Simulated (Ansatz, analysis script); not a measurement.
# NiO: spin spirals and exchange, part 2 of 2

Wanted: E(q) and the moments of NiO along a path through the zone.

Ansatz 0.2.0; PBE, PAW set soft_2.

So far. Step 6 (q = (0.125, 0.125, 0.125)): The energy of the cell lies 35.9 meV below that at q = 0, and the largest moment is 1.44 μB against 1.39 μB.

## 7. q = (0.375, 0.375, 0.75)

Level of this step: Ansatz DFT, spin spiral by the generalised Bloch theorem, no spin-orbit coupling; PBE, PAW default (Ansatz).

Input file input.yaml:

```yaml
crystal:
  lattice:
    - [0.0, 2.0859016414, 2.0859016414]
    - [2.0859016414, 0.0, 2.0859016414]
    - [2.0859016414, 2.0859016414, 0.0]
  atoms:
    - { symbol: Ni, position: [0.0, 0.0, 0.0], spin: 1.39, spin_axis: [1.0, 0.0, 0.0] }
    - { symbol: O, position: [0.5, 0.5, 0.5] }
kpoints:
  mp_grid: { grid: [16, 16, 16] }
hamiltonian:
  xc: pbe
scf:
  occupations: { method: fermi_dirac, width: 0.05 }
  max_iter: 120
  convergence: { dr2_threshold: 1.0e-08 }
basis:
  ecutwfc: 420.0
magnetization:
  noncollinear: true
  spin_spiral: { q: [0.375, 0.375, 0.75] }
checkpoint:
  read: start
```

On the command line:

```sh
$ ansatz run input.yaml --threads 1 --pin off --max-ram 2560MiB --backend cpu --events-out ev --progress --plain --runs-dir out
```

Numbers of over 12 decimals in the logs are rounded to 6 here.

The program printed:

```text
[...]
Crystal: 2 atoms, lattice volume = 18.151 Å³
Basis set: ecut = 420 eV, 339 PW (Γ)
Bands: 32, of which v1, the nominal top of the filled ones, is band 24 counted from 1 (23 counted from 0)
Symmetry: 4 space group operations
k-points: 621 of 4096
[...]
Absolute magnetization: 1.6521 μB (∫|m|, with the PAW one-centre terms)
  site 0: m = (+1.4571, +0.0000, +0.0000) μB, |m| = 1.4571 μB  (R = 0.86 Å)
  site 1: m = (-0.0342, -0.0000, +0.0000) μB, |m| = 0.0342 μB  (R = 0.86 Å)
Free energy (F): -6405.736650 eV
[...]
Internal energy: -6405.731364 eV  (E = F + TS)
E sigma→0 (E₀):  -6405.734007 eV
Entropy (-TS):   -0.005286 eV (-2.643 meV/atom)
Fermi energy:    14.594911 eV
[...]
[key lines of the parts left out:]
SCF converged after 10 iterations
Magnetization: |M| = 1.3037 μB,  M = (+1.3037, +0.0000, +0.0000) μB
```

The job ended after 2.8 min (1 thread of Arm Neoverse V2, shared host; peak memory 0.87 GiB).

The energy of the cell lies 65.1 meV below that at q = 0, and the largest moment is 1.46 μB against 1.39 μB.

## 8. q = (0.625, 0.25, 0.625)

Changes to input.yaml since step 7:

```diff
@@ -20,3 +20,3 @@
   noncollinear: true
-  spin_spiral: { q: [0.375, 0.375, 0.75] }
+  spin_spiral: { q: [0.625, 0.25, 0.625] }
 checkpoint:
```

The program printed:

```text
[...]
Crystal: 2 atoms, lattice volume = 18.151 Å³
Basis set: ecut = 420 eV, 339 PW (Γ)
Bands: 32, of which v1, the nominal top of the filled ones, is band 24 counted from 1 (23 counted from 0)
Symmetry: 2 space group operations
k-points: 1098 of 4096
[...]
SCF iter  10: F=-6405.736650 eV  HF=-6405.736650 eV  |F-HF|=4.55e-12  |Δ(HF+E_count)|=   1.90e-9  Δρ=1.14e-6  dr2=5.09e-11  dr2_m=6.78e-11  ethr=4.17e-11  |M|=1.39e0 ∫|m|=1.65e0 μB  |m|>n=0.0e0 m-floor=0.0e0 τ_xc=1.2e-2 mc-row=0.0e0  ⟨swp⟩=3.0  Hψ=92344  notcnv=0
SCF 1 converged in 10 iterations: F = -6405.736650 eV  dr2 = 5.09e-11
[...]
SCF converged after 10 iterations
Magnetization: |M| = 1.3908 μB,  M = (+1.3908, -0.0000, +0.0000) μB
Absolute magnetization: 1.6521 μB (∫|m|, with the PAW one-centre terms)
  site 0: m = (+1.4571, -0.0000, +0.0000) μB, |m| = 1.4571 μB  (R = 0.86 Å)
  site 1: m = (+0.0342, -0.0000, +0.0000) μB, |m| = 0.0342 μB  (R = 0.86 Å)
Free energy (F): -6405.736650 eV
[...]
Internal energy: -6405.731364 eV  (E = F + TS)
E sigma→0 (E₀):  -6405.734007 eV
Entropy (-TS):   -0.005286 eV (-2.643 meV/atom)
Fermi energy:    14.594917 eV
[...]
```

Elapsed: 4 min, on 1 thread; peak memory 1.4 GiB.

The energy of the cell lies 65.1 meV below that at q = 0, and the largest moment is 1.46 μB against 1.39 μB.

The other 9 runs of this kind were made alike; their results stand in the table below.

## 9. Side runs that gave no result

| changed | outcome |
| --- | --- |
| scf.initial_density.chi_scale | cut off at the time limit |

## 10. Analysis

| q (reciprocal lattice) | path length (1/Å) | E(q) − E(0) (meV a magnetic atom) | \|m\| Ni no. 1 (μB) |
| --- | --- | --- | --- |
| (0, 0, 0) | 0.000 | 0.00 | 1.39 |
| (0.125, 0, 0.125) | 0.377 | -43.92 | 1.43 |
| (0.25, 0, 0.25) | 0.753 | -88.82 | 1.41 |
| (0.375, 0, 0.375) | 1.130 | -22.74 | 1.42 |
| (0.5, 0, 0.5) | 1.506 | 36.58 | 1.36 |
| (0.5, 0.125, 0.5) | 1.832 | -6.94 | 1.44 |
| (0.625, 0.25, 0.625) | 2.158 | -65.07 | 1.46 |
| (0.5, 0.25, 0.625) | 2.484 | -82.93 | 1.44 |
| (0.5, 0.375, 0.75) | 2.861 | -82.93 | 1.44 |
| (0.375, 0.375, 0.75) | 3.187 | -65.07 | 1.46 |
| (0.25, 0.25, 0.625) | 3.513 | -158.77 | 1.42 |
| (0.25, 0.25, 0.5) | 3.839 | -176.84 | 1.42 |
| (0.125, 0.125, 0.25) | 4.372 | -88.86 | 1.45 |
| (0.125, 0.125, 0.125) | 4.698 | -35.92 | 1.44 |
| (0, 0, 0) | 5.024 | 0.00 | 1.39 |

## 11. Exchange couplings from E(q)

For rigid moments E(q) is a sum of cosines over neighbour shells, so a fit gives the couplings, and from them an ordering temperature.

E = −Σ J e·e over ordered pairs (each pair twice, J > 0 for parallel moments) is fitted to 13 points (copies by symmetry counted).

The fitted shells:

```csv
pair,distance (Å),neighbours a magnetic atom,J (meV)
Ni-Ni,2.95,12,1.986
Ni-Ni,4.172,6,-25.43
Ni-Ni,5.109,24,-0.1152
Ni-Ni,5.9,12,-0.2029
Ni-Ni,6.596,24,0.3395
```

This step gave:

```yaml
r_m_s_miss_of_the_fit: 1.406 meV
ordering_temperature_mean_field: 1162 K
wavevector_of_the_mean_field_order: 0, 0, 0.5 reciprocal lattice
```

## 12. Results

```
lowest point of the path : q = (0.25, 0.25, 0.5), -177 meV a magnetic atom from q = 0
highest point            : 36.6 meV a magnetic atom
J of the nearest shell   : 1.99 meV
mean-field temperature   : 1162 K
```

The state at q = (0.25, 0.25, 0.5) lies 177 meV a magnetic atom below the ferromagnetic start, so that start is not the lowest state. The fitted couplings put a lower state at a point not run, q = (0, 0, 0.5) and about -276 meV, so the order is not settled by the path. The moments change by at most 5 % from their size at q = 0, so they are nearly rigid. The fit misses by 0.66 % of the energy range, so the shells describe the path well, though few points can't fix distant couplings. The temperatures are those of classical unit spins, and mean field runs high. The 14 spiral runs took 41 min of wall time, added up. Without a U, semilocal functionals delocalise the d or f electrons of such compounds, which shrinks moments, overestimates superexchange, narrows or closes the gap and can change the order. Energies are free energies at a smearing of 0.05 eV, and with partly filled levels differences shift, at times strongly, as the smearing goes to zero.

Comparison with the measured values:

| quantity | measured | PBE, PAW set soft_2, mean field on the fit |
| --- | --- | --- |
| ordering temperature (K) | 523 | 1162 (+122.1 %) |

Measured values from arxiv:1210.6675 (2012).

How well it matches: The ordering temperature is off by +122.1 %: a clear miss. Mean-field temperatures run high for given couplings and spin length. No cell relaxation is part of this session.

[Logs and program files are shortened in this print: banners, set-up blocks, solver, clock and traceback lines can be left out without a mark of their own.]

[Logs are printed without paths, hosts, clocks, repeated set-up lines and the standing remarks that a program may print on its own settings, such as how far it seeks lower states.]

[Hosts, paths, dates, database ids (printed as entryN), source tags and the programs' standing remarks are cut or masked in the printed files.]
